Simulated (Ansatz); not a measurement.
## InF (model cell, started as layered BN type): phonons and vibrational spectra

Task: relax InF (model cell, started as layered BN type), then find its harmonic phonons.

Calculated with Ansatz 0.2.0; DFT PBEsol, scalar-relativistic, plane waves, PAW.

The structure was built from a prototype and need not be the compound's stable phase.

**1. Set-up**

Symmetry: P6_3/mmc, No. 194, hexagonal system. Conventional cell: a = 4.191 Å, b = 4.191 Å, c = 6.049 Å, α = 90.00°, β = 90.00°, γ = 120.00°. Nearest to In lie 3 F at 2.42 Å. Nearest to F lie 3 In at 2.42 Å. Farther neighbours and most contacts between anions are not listed.

**2. Relaxation**

Harmonic phonons are second derivatives at a point where the forces vanish, and they are wanted at zero stress, so atoms and cell are relaxed first.

The input, input.yaml:

```yaml
crystal:
  lattice:
    - [4.19087, 0.0, 0.0]
    - [-2.09544, 3.6294, 0.0]
    - [0.0, 0.0, 6.049]
  atoms:
    - { symbol: In, position: [0.333333, 0.666667, 0.25] }
    - { symbol: In, position: [0.666667, 0.333333, 0.75] }
    - { symbol: F, position: [0.666667, 0.333333, 0.25] }
    - { symbol: F, position: [0.333333, 0.666667, 0.75] }
kpoints:
  mp_grid: { grid: [9, 9, 4] }
hamiltonian:
  xc: pbesol
scf:
  occupations: { method: gaussian, width: 0.02 }
output:
  forces: true
  stress: true
  eigenvalues: true
  write_density: true
  write_potential: true
  elf: true
  volumetric_format: npy
relax:
  adjacent_minimum: "off"
  f_tol: 0.005
  max_steps: 80
  cell: { stress_tol: 0.05 }
```

Started as:

```bash
> ansatz run input.yaml --threads 4 --pin off --max-ram 7168MiB --backend cpu --events-out ev --progress --plain --runs-dir out
```

Numbers of over 12 decimals in the logs are rounded to 6 here.

Output:

```text
Warning: the atoms were moved onto the symmetric positions of the space group found under crystal.symmetry.tolerance 1.0e-5 (fractional; no operation is sought that the atoms, as they stand in a round, miss by more than twice it, and no atom is moved by as much as it), and the run uses the moved positions. Before a round's move an operation carried an atom to 4.19e-6 Å from where it should land, the largest such dist [...]
Engine: ansatz 0.2.0, x86_64-unknown-linux-gnu
Pseudopotentials: kind: paw
Pseudopotential: In, paw, valence charge 13, recommended cutoff 420 eV (normal), In.paw.azcp
Pseudopotential: F, paw, valence charge 7, recommended cutoff 420 eV (normal), F.paw.azcp
Functional definition: PBEsol
  exchange = pbesol_x
  correlation = pbesol_c
Crystal: 4 atoms, lattice volume = 92.007 Å³
Basis set: ecut = 420 eV, 1791 PW (Γ), exchange–correlation on 60×60×90 points (8 copies of the dense FFT grid, shifted against one another)
Bands: 24, of which v1, the nominal top of the filled ones, is band 20 counted from 1 (19 counted from 0)
Symmetry: 24 space group operations
Space group: P63/mmc (ITA 194), of the structure as read, at distance tolerance 4.5e-5 Å
k-points: 36 of 324
Non-local potential: In, projectors of the file, l = 0: 2, l = 1: 2, l = 2: 2, l = 3: 2
Non-local potential: F, projectors of the file, l = 0: 2, l = 1: 2, l = 2: 1
PAW form: soft (Blöchl's): semilocal exchange-correlation on the pseudo side does not see the compensation charge
PAW frozen core: In, regenerated for the run's functional, and the local potential with it (the file was generated under x = pbe(κ = 0.804, μ = 0.219515), c = pbe(β = 0.066725))
PAW frozen core: F, regenerated for the run's functional, and the local potential with it (the file was generated under x = pbe(κ = 0.804, μ = 0.219515), c = pbe(β = 0.066725))
PAW one-centre angular grid: In, 590 points (default); XC on 64 Gauss nodes
PAW one-centre angular grid: F, 110 points (default); XC on 64 Gauss nodes
Initial density: superposition of atomic densities (neutral atoms: chi_scale 0, normalization atom), corrected by the library's trained network
Initial wavefunctions: pseudopotential atomic-orbital guess
Functional: x = pbesol(κ = 0.804, μ = 0.123457), c = pbesol(β = 0.046)
SCF iter   1: F=—  HF=-12651.674551 eV  |F-HF|=—  |Δ(HF+E_count)|=         —  Δρ=1.47e-2  dr2=1.46e-1  ethr=1.77e-3  ⟨swp⟩=5.9  Hψ=3671  notcnv=0
preconditioner: auto → Resta (q_TF=auto, 2.375 Å⁻¹)  ε∞=4.0  [insulator: Δε(μ)=1.462 eV  Ē_g=14.196 eV  σ=0.020 eV  W_gap=1.00  n_scr=22 (ndim 8)  ℏωp=24.5 eV  f_vac=0.108  D(μ)=0.00/eV (n_scr^D=0)  ε∞_Penn≈4.0]
SCF iter   2: F=—  HF=-12651.643613 eV  |F-HF|=—  |Δ(HF+E_count)|=   3.09e-2  Δρ=5.94e-3  dr2=1.68e-2  ethr=3.65e-4  ⟨swp⟩=2.0  Hψ=2016  notcnv=0
SCF iter   3: F=—  HF=-12651.639914 eV  |F-HF|=—  |Δ(HF+E_count)|=   3.70e-3  Δρ=1.27e-3  dr2=1.32e-3  ethr=4.19e-5  ⟨swp⟩=2.0  Hψ=1726  notcnv=0
SCF iter   4: F=—  HF=-12651.640022 eV  |F-HF|=—  |Δ(HF+E_count)|=   1.08e-4  Δρ=2.76e-4  dr2=1.22e-4  ethr=3.31e-6  ⟨swp⟩=2.8  Hψ=1453  notcnv=0
SCF iter   5: F=—  HF=-12651.640106 eV  |F-HF|=—  |Δ(HF+E_count)|=   8.45e-5  Δρ=7.56e-5  dr2=9.77e-6  ethr=3.05e-7  ⟨swp⟩=2.0  Hψ=1146  notcnv=0
SCF iter   6: F=—  HF=-12651.640124 eV  |F-HF|=—  |Δ(HF+E_count)|=   1.74e-5  Δρ=1.67e-5  dr2=4.36e-7  ethr=2.44e-8  ⟨swp⟩=2.6  Hψ=1460  notcnv=0
SCF iter   7: F=-12651.640124 eV  HF=-12651.640124 eV  |F-HF|=8.02e-10  |Δ(HF+E_count)|=   4.45e-7  Δρ=3.89e-6  dr2=1.16e-8  ethr=2.50e-10  ⟨swp⟩=9.8  Hψ=6271  notcnv=0
SCF 1 converged in 7 iterations: F = -12651.640124 eV  dr2 = 1.16e-8
  greatest PAW one-centre occupation: 0.985 electrons in one spin orbital (limit 2), on the In atom at site 1 (counted from 0), in its partial waves of l = 2
relax step   1: F+E_penalty+E_count = -12651.64012412 eV  Δ(F+E_penalty+E_count) = +0.000e0 eV  max|allowed force component| = 6.014e-17 eV/Å  Δτ_max = 0.0000 Å  P = +2.532 GPa  Ω = 92.007 Å³  (7 SCF iters, dr2 threshold 1.00e-7 eV, accepted)
Crystal: 4 atoms, lattice volume = 97.746 Å³
Basis set: ecut = 420 eV, 1911 PW (Γ), exchange–correlation on 60×60×90 points (8 copies of the dense FFT grid, shifted against one another)
Initial density: handed on by an earlier stage of this run
Initial wavefunctions: those handed on with the density
iter 1 solved again at ethr=1.31e-4 eV; its pass at ethr=3.10e-3 eV (dr2=5.22e-2 eV) is discarded
SCF iter   1: F=—  HF=-12651.706742 eV  |F-HF|=—  |Δ(HF+E_count)|=         —  Δρ=6.37e-3  dr2=5.24e-2  ethr=1.31e-4  ⟨swp⟩=1.0  Hψ=4766  notcnv=0
preconditioner: auto → Resta (q_TF=auto, 2.351 Å⁻¹)  ε∞=3.8  [insulator: Δε(μ)=1.882 eV  Ē_g=14.138 eV  σ=0.020 eV  W_gap=1.00  n_scr=22 (ndim 8)  ℏωp=23.8 eV  f_vac=0.138  D(μ)=0.00/eV (n_scr^D=0)  ε∞_Penn≈3.8]
SCF iter   2: F=—  HF=-12651.693889 eV  |F-HF|=—  |Δ(HF+E_count)|=   1.29e-2  Δρ=4.27e-3  dr2=7.06e-3  ethr=1.31e-4  ⟨swp⟩=2.1  Hψ=1663  notcnv=0
SCF iter   3: F=—  HF=-12651.692008 eV  |F-HF|=—  |Δ(HF+E_count)|=   1.88e-3  Δρ=1.35e-3  dr2=1.96e-3  ethr=1.76e-5  ⟨swp⟩=2.0  Hψ=1713  notcnv=0
SCF iter   4: F=—  HF=-12651.691172 eV  |F-HF|=—  |Δ(HF+E_count)|=   8.36e-4  Δρ=3.43e-4  dr2=1.41e-4  ethr=4.90e-6  ⟨swp⟩=2.1  Hψ=1070  notcnv=0
SCF iter   5: F=—  HF=-12651.691138 eV  |F-HF|=—  |Δ(HF+E_count)|=   3.39e-5  Δρ=6.99e-5  dr2=4.13e-6  ethr=3.52e-7  ⟨swp⟩=3.0  Hψ=1585  notcnv=0
SCF iter   6: F=-12651.691140 eV  HF=-12651.691140 eV  |F-HF|=6.61e-8  |Δ(HF+E_count)|=   1.82e-6  Δρ=6.78e-6  dr2=3.29e-8  ethr=1.00e-9  ⟨swp⟩=10.1  Hψ=6704  notcnv=0
SCF 2 converged in 6 iterations: F = -12651.691140 eV  dr2 = 3.29e-8
  Residual-converged pass: ⟨swp⟩=1.1  Hψ=1018  notcnv=0  max |occ|·‖R‖ = 7.1e-9 eV (tolerance 1.0e-8 eV)  dr2=3.29e-8  dr2_onsite=1.46e-9  max |Δocc| = 0.0e0
relax step   2: F+E_penalty+E_count = -12651.69113997 eV  Δ(F+E_penalty+E_count) = -5.102e-2 eV  max|allowed force component| = 2.128e-16 eV/Å  Δτ_max = 0.0000 Å  P = -0.110 GPa  Ω = 97.746 Å³  energy of the carried Pulay correction = -1.014e-2 eV  (6 SCF iters, dr2 threshold 4.00e-7 eV, accepted)
Crystal: 4 atoms, lattice volume = 96.839 Å³
Basis set: ecut = 420 eV, 1909 PW (Γ), exchange–correlation on 60×60×90 points (8 copies of the dense FFT grid, shifted against one another)
iter 1 solved again at ethr=6.02e-6 eV; its pass at ethr=3.10e-3 eV (dr2=2.41e-3 eV) is discarded
SCF iter   1: F=—  HF=-12651.709119 eV  |F-HF|=—  |Δ(HF+E_count)|=         —  Δρ=1.87e-3  dr2=2.35e-3  ethr=6.02e-6  ⟨swp⟩=2.3  Hψ=5255  notcnv=0
preconditioner: auto → Resta (q_TF=auto, 2.354 Å⁻¹)  ε∞=3.9  [insulator: Δε(μ)=1.812 eV  Ē_g=14.136 eV  σ=0.020 eV  W_gap=1.00  n_scr=22 (ndim 8)  ℏωp=23.9 eV  f_vac=0.139  D(μ)=0.00/eV (n_scr^D=0)  ε∞_Penn≈3.9]
SCF iter   2: F=—  HF=-12651.708597 eV  |F-HF|=—  |Δ(HF+E_count)|=   5.22e-4  Δρ=9.89e-4  dr2=3.95e-4  ethr=5.87e-6  ⟨swp⟩=2.0  Hψ=1711  notcnv=0
SCF iter   3: F=—  HF=-12651.708527 eV  |F-HF|=—  |Δ(HF+E_count)|=   6.96e-5  Δρ=4.18e-4  dr2=9.92e-5  ethr=9.87e-7  ⟨swp⟩=2.0  Hψ=1318  notcnv=0
SCF iter   4: F=—  HF=-12651.708499 eV  |F-HF|=—  |Δ(HF+E_count)|=   2.86e-5  Δρ=1.35e-4  dr2=1.31e-5  ethr=2.48e-7  ⟨swp⟩=1.0  Hψ=864  notcnv=0
SCF iter   5: F=—  HF=-12651.708495 eV  |F-HF|=—  |Δ(HF+E_count)|=   3.36e-6  Δρ=2.41e-5  dr2=6.00e-7  ethr=3.27e-8  ⟨swp⟩=2.9  Hψ=1489  notcnv=0
SCF iter   6: F=-12651.708495 eV  HF=-12651.708495 eV  |F-HF|=5.88e-8  |Δ(HF+E_count)|=   1.29e-7  Δρ=4.51e-6  dr2=3.88e-8  ethr=1.00e-9  ⟨swp⟩=9.2  Hψ=6410  notcnv=0
SCF 3 converged in 6 iterations: F = -12651.708495 eV  dr2 = 3.88e-8
relax step   3: F+E_penalty+E_count = -12651.70849541 eV  Δ(F+E_penalty+E_count) = -1.736e-2 eV  max|allowed force component| = 1.943e-16 eV/Å  Δτ_max = 0.0000 Å  P = -0.133 GPa  Ω = 96.839 Å³  energy of the carried Pulay correction = -8.290e-3 eV  (6 SCF iters, dr2 threshold 4.00e-7 eV, accepted)
[... from here on, the SCF cycles and remarks between the steps are left out ...]
relax step   4: F+E_penalty+E_count = -12651.72698862 eV  Δ(F+E_penalty+E_count) = -1.849e-2 eV  max|allowed force component| = 2.591e-16 eV/Å  Δτ_max = 0.0000 Å  P = +0.223 GPa  Ω = 94.377 Å³  energy of the carried Pulay correction = -3.364e-3 eV  (6 SCF iters, dr2 threshold 4.00e-7 eV, accepted)
relax step   5: F+E_penalty+E_count = -12651.72624930 eV  Δ(F+E_penalty+E_count) = +7.393e-4 eV  max|allowed force component| = 1.619e-16 eV/Å  Δτ_max = 0.0000 Å  P = -0.023 GPa  Ω = 95.001 Å³  energy of the carried Pulay correction = -4.489e-3 eV  (5 SCF iters, dr2 threshold 1.40e-7 eV, accepted)
relax step   6: F+E_penalty+E_count = -12651.74438503 eV  Δ(F+E_penalty+E_count) = -1.814e-2 eV  max|allowed force component| = 9.714e-17 eV/Å  Δτ_max = 0.0000 Å  P = +0.289 GPa  Ω = 95.001 Å³  stress off target by 4.73e-1 GPa  SCF on the basis re-selected at this cell (its energy is not comparable with the rows above)  (7 SCF iters)
relax step   7: F+E_penalty+E_count = -12651.74704789 eV  Δ(F+E_penalty+E_count) = -2.663e-3 eV  max|allowed force component| = 1.156e-16 eV/Å  Δτ_max = 0.0000 Å  P = +0.099 GPa  Ω = 95.377 Å³  energy of the carried Pulay correction = -4.689e-4 eV  (5 SCF iters, dr2 threshold 4.00e-7 eV, accepted)
relax step   8: F+E_penalty+E_count = -12651.74679425 eV  Δ(F+E_penalty+E_count) = +2.536e-4 eV  max|allowed force component| = 1.897e-16 eV/Å  Δτ_max = 0.0000 Å  P = +0.000 GPa  Ω = 95.644 Å³  energy of the carried Pulay correction = -9.257e-4 eV  (5 SCF iters, dr2 threshold 4.76e-8 eV, accepted)
relax step   9: F+E_penalty+E_count = -12651.74828113 eV  Δ(F+E_penalty+E_count) = -1.487e-3 eV  max|allowed force component| = 2.220e-16 eV/Å  Δτ_max = 0.0000 Å  P = +0.015 GPa  Ω = 95.644 Å³  stress off target by 6.74e-2 GPa  SCF on the basis re-selected at this cell (its energy is not comparable with the rows above)  (6 SCF iters)
relax step  10: F+E_penalty+E_count = -12651.74854062 eV  Δ(F+E_penalty+E_count) = -2.595e-4 eV  max|allowed force component| = 8.327e-17 eV/Å  Δτ_max = 0.0000 Å  P = +0.016 GPa  Ω = 95.618 Å³  energy of the carried Pulay correction = +1.111e-4 eV  (5 SCF iters, dr2 threshold 1.14e-8 eV, accepted)
iter 1 solved again at ethr=2.79e-8 eV; its pass at ethr=3.10e-3 eV (dr2=1.12e-5 eV) is discarded
SCF iter   1: F=—  HF=-12651.748411 eV  |F-HF|=—  |Δ(HF+E_count)|=         —  Δρ=3.04e-5  dr2=1.14e-7  ethr=2.79e-8  ⟨swp⟩=3.4  Hψ=6282  notcnv=0
SCF iter   2: F=—  HF=-12651.748384 eV  |F-HF|=—  |Δ(HF+E_count)|=   2.71e-5  Δρ=1.51e-5  dr2=2.87e-8  ethr=2.84e-10  ⟨swp⟩=2.0  Hψ=1536  notcnv=0
SCF iter   3: F=—  HF=-12651.748384 eV  |F-HF|=—  |Δ(HF+E_count)|=   8.67e-8  Δρ=4.29e-6  dr2=1.02e-8  ethr=7.18e-11  ⟨swp⟩=2.0  Hψ=1579  notcnv=0
SCF iter   4: F=—  HF=-12651.748384 eV  |F-HF|=—  |Δ(HF+E_count)|=   1.56e-9  Δρ=5.50e-7  dr2=2.34e-10  ethr=2.54e-11  ⟨swp⟩=2.0  Hψ=1577  notcnv=0
SCF iter   5: F=—  HF=-12651.748384 eV  |F-HF|=—  |Δ(HF+E_count)|=  1.64e-10  Δρ=1.63e-7  dr2=4.01e-11  ethr=1.00e-12  ⟨swp⟩=6.0  Hψ=3997  notcnv=0
SCF iter   6: F=-12651.748384 eV  HF=-12651.748384 eV  |F-HF|=5.46e-12  |Δ(HF+E_count)|=  7.28e-12  Δρ=5.06e-8  dr2=2.75e-12  ethr=1.00e-12  ⟨swp⟩=5.3  Hψ=3811  notcnv=0
SCF 11 converged in 6 iterations: F = -12651.748384 eV  dr2 = 2.75e-12
relax step  11: F+E_penalty+E_count = -12651.74838435 eV  Δ(F+E_penalty+E_count) = +1.563e-4 eV  max|allowed force component| = 7.864e-17 eV/Å  Δτ_max = 0.0000 Å  P = +0.016 GPa  Ω = 95.618 Å³  stress off target by 2.35e-2 GPa  SCF on the basis re-selected at this cell (its energy is not comparable with the rows above)  (6 SCF iters)
basis re-selected at this cell: Δ(F+E_penalty+E_count) = +1.563e-4 eV, ΔP = +0.000 GPa vs the last step (what re-selecting the basis moved, of the pressure what is left beyond the Pulay correction that the steps carried, after the strain that the cell walked since its last selection, with what the two solves' SCF thresholds leave and, on support functions, any second-order correction that the steps lacked; it is no m [...]
SCF converged after 6 iterations
Free energy (F): -12651.748384 eV
Harris-Foulkes:  -12651.748384 eV  (|F-HF|=5.46e-12)
Internal energy: -12651.748384 eV  (E = F + TS)
E sigma→0 (E₀):  -12651.748384 eV
Fermi energy:    5.442467 eV
--- Per-component energies (eV) ---
  E_band       = -230.361786
  E_kinetic    = 888.326785
  E_local      = -3978.087073  (includes V_loc(G=0)·N_el)
  E_nonlocal   = 881.944993
  E_hartree    = 1548.581098
  E_xc         = -585.148065
  E_vxc        = -402.534296  (∫ρ·V_xc dr)
  E_paw        = -8542.836967  (= ΣΔE_a)
  E_vpaw       = -717.178425  (= ΣTr[D̂ρ^β])
  E_aug_tail   = 0.004076  (compensation charges beyond the density's cutoff)
  E_ewald      = -2865.089922
  E_core_change = 0.556690  (= ΣΔE_core)
  E_smearing   = -0.000000  (= −TS)
  E_closure    = 0.000000  (closes the sum)
  Σ components = -12651.748384   (vs F -12651.748384, Δ=0.00e0)
--- Forces (eV/Å), atoms counted from 1 ---
  atom   1  In     0.00000000    -0.00000000    -0.00000000
  atom   2  In     0.00000000     0.00000000     0.00000000
  atom   3  F      0.00000000     0.00000000     0.00000000
  atom   4  F      0.00000000    -0.00000000    -0.00000000
  max |Σ_I F_I| component: 1.85e-17 eV/Å
--- Stress (GPa, compression-positive) ---
        0.023460       0.000000      -0.000000
        0.000000       0.023460      -0.000000
       -0.000000      -0.000000       0.002366
  P = ⅓ Tr σ = 0.0164 GPa (0.164 kbar)
--- Band table (eV; the first three rows and the last of 36) ---
  k-point 0: bands = [... 16 lower, 0.7579, 0.7579, 0.8341, 3.1937, 7.5844, 9.9672, 9.9672, 10.1124]
  k-point 1: bands = [... 16 lower, 0.7236, 0.7236, 1.6329, 3.2104, 7.8809, 9.9279, 9.9279, 10.0255]
  k-point 2: bands = [... 16 lower, 0.6276, 0.6276, 2.6860, 2.6860, 9.2916, 9.2916, 9.9147, 9.9147]
  k-point 35: bands = [... 16 lower, 0.9074, 0.9074, 4.5326, 4.5326, 6.7374, 6.7374, 7.7040, 7.7040]
--- Relaxed structure (8 steps of the walk, 8 accepted, 3 SCFs on fresh bases) ---
  F+E_penalty+E_count = -12651.74838435 eV   max|allowed force component| = 7.864e-17 eV/Å   (the final SCF, on the basis selected at the relaxed cell)
  cell:  # Å, volume = 95.6181 Å³
    - [4.456392, 3.0696479607360383e-6, 0]
    - [-2.228199, 3.859347, 0]
    - [0, 0, 5.559588]
  atoms:
    - { symbol: In, position: [0.333333, 0.666667, 0.25] }
    - { symbol: In, position: [0.666667, 0.333333, 0.750000] }
    - { symbol: F, position: [0.666667, 0.333333, 0.25] }
    - { symbol: F, position: [0.333333, 0.666667, 0.750000] }
```

The job ended after 29 s (4 threads of Intel Xeon 6975P-C (Granite Rapids), shared host; peak memory 0.49 GiB; 61 s of CPU time).

Step by step:

```csv
step,energy less that of the first step (eV),largest force component (eV/Å),pressure (GPa),volume (Å³)
1,0.0000,0.0000,2.53,92.01
2,-0.0510,0.0000,-0.11,97.75
3,-0.0684,0.0000,-0.13,96.84
4,-0.0869,0.0000,0.22,94.38
5,-0.0861,0.0000,-0.02,95.00
6*,-0.1043,0.0000,0.29,95.00
7,-0.1069,0.0000,0.10,95.38
8,-0.1067,0.0000,0.00,95.64
9*,-0.1082,0.0000,0.02,95.64
10,-0.1084,0.0000,0.02,95.62
11*,-0.1083,0.0000,0.02,95.62
```

Relaxation steps marked * repeat the geometry before them on a plane-wave basis chosen anew for their cell, so energy and pressure can jump there.

The run keeps the 24 symmetry operations that it works with, so distortions that break them were not tested.

```csv
"conventional cell, symmetrised",before,after,change
a (Å),4.191,4.456,+6.3 %
b (Å),4.191,4.456,+6.3 %
c (Å),6.049,5.560,-8.1 %
volume (Å³/atom),23.00,23.90,+3.9 %
```

Final coordinates:

```xyz
4
Lattice="4.4564 0.0000 0.0000 -2.2282 3.8593 0.0000 0.0000 0.0000 5.5596" Properties=species:S:1:pos:R:3 pbc="T T T"
In    0.0000    2.5729    1.3899
In    2.2282    1.2865    4.1697
F     2.2282    1.2865    1.3899
F     0.0000    2.5729    4.1697
```

Numbers from this step:

* pressure: 0.01643 GPa
* gap on the k-mesh: 1.820 eV
* volume per atom: 23.90 Å³
* direct gap on mesh: 2.010 eV

Valence density in the ac plane at fractional y = 0.333, with atoms of In and F within 0.2 Å of it. It is the smooth field of the valence electrons, not physical close to the nuclei.

Values in e/Å³, 17 rows by 14 columns, each cell a mean:
```
 0  0  0  0  0  0  0  0  0  0  0  0  0  0
 0  0  0  0  0  0  0  0  1  1  1  1  0  0
 0  0  0  0  0  0  0  1  3  5  4  2  0  0
 0  0  0  0  0  0  1  2  7 10  8  3  1  0
 0  0  0  0  0  0  1  2  6 10  8  3  1  0
 0  0  0  0  0  0  0  1  3  5  4  1  0  0
 0  0  0  0  0  0  0  0  1  1  1  0  0  0
 0  0  0  0  0  0  0  0  0  0  0  0  0  0
 0  0  0  0  0  0  0  0  0  0  0  0  0  0
 0  0  0  0  0  0  0  0  0  0  0  0  0  0
 0  0  0  0  0  0  0  0  1  2  1  0  0  0
 0  0  0  0  0  0  0  1  4  8  6  1  0  0
 0  0  0  0  0  0  0  1  6 12  9  2  0  0
 0  0  0  0  0  0  0  1  4  7  5  1  0  0
 0  0  0  0  0  0  0  0  1  1  1  0  0  0
 0  0  0  0  0  0  0  0  0  0  0  0  0  0
 0  0  0  0  0  0  0  0  0  0  0  0  0  0
```
Columns run along a (4.5 Å), rows up along c (5.6 Å). Atoms in or near the plane, at fractional coordinates: In at (0.67, 0.75), F at (0.67, 0.25).

ELF in the ac plane at fractional y = 0.333, with atoms of In and F within 0.2 Å of it. It is the smooth field of the valence electrons, not physical close to the nuclei.

Ten even steps from '0' (0.01) to '9' (0.79), each cell a mean:
```
00000122222221
00000233333332
10111233211332
11111233000232
11111233000232
10101233211332
00000133333332
00000122222221
00100001111100
12321012454210
13432126999731
13432148999951
13432149978961
13432148999951
13432025899630
12221002343210
00100001111100
```
Columns run along a (4.5 Å), rows up along c (5.6 Å). Atoms in or near the plane, at fractional coordinates: In at (0.67, 0.75), F at (0.67, 0.25).

Electrostatic potential energy in the ac plane at fractional y = 0.333, with atoms of In and F within 0.2 Å of it. With pseudopotentials it is smooth inside the atoms' cores, unlike the true potential.

Ten even steps from '_' (-39 eV) to '@' (9 eV), each cell a mean:
```
@@@@@@@@@@@@@@%%%%##%%%%@@@@
@@@@@@@@@@@@%%##==--==**%%@@
@@@@@@@@@@@@##==..____--**%%
@@@@@@@@@@%%**::______..++%%
@@@@@@@@@@%%**::______..++%%
@@@@@@@@@@@@##==..__..--**%%
@@@@@@@@@@@@%%##++====**%%@@
@@@@@@@@@@@@@@%%%%%%%%%%@@@@
@@@@@@@@@@@@@@@@@@@@@@@@@@@@
@@@@@@@@@@@@@@@@@@@@@@@@@@@@
@@@@@@@@@@@@@@@@%%**##@@@@@@
@@@@%%@@@@@@@@%%::__..**@@@@
@@%%%%%%@@@@@@##..____++@@@@
@@@@%%@@@@@@@@%%::__..##@@@@
@@@@@@@@@@@@@@@@%%####@@@@@@
@@@@@@@@@@@@@@@@@@@@@@@@@@@@
@@@@@@@@@@@@@@@@@@@@@@@@@@@@
```
Columns run along a (4.5 Å; values clipped at the 3rd and 97th percentile), rows up along c (5.6 Å). Atoms in or near the plane, at fractional coordinates: In at (0.67, 0.75), F at (0.67, 0.25).

In this step the volume went from 23.00 to 23.90 Å³/atom.

[end of part 1 of 2]

[Logs are printed without paths, hosts, clocks, repeated set-up lines and the standing remarks that a program may print on its own settings, such as how far it seeks lower states.]

[Hosts, paths, dates, database ids (printed as entryN), source tags and the programs' standing remarks are cut or masked in the printed files.]
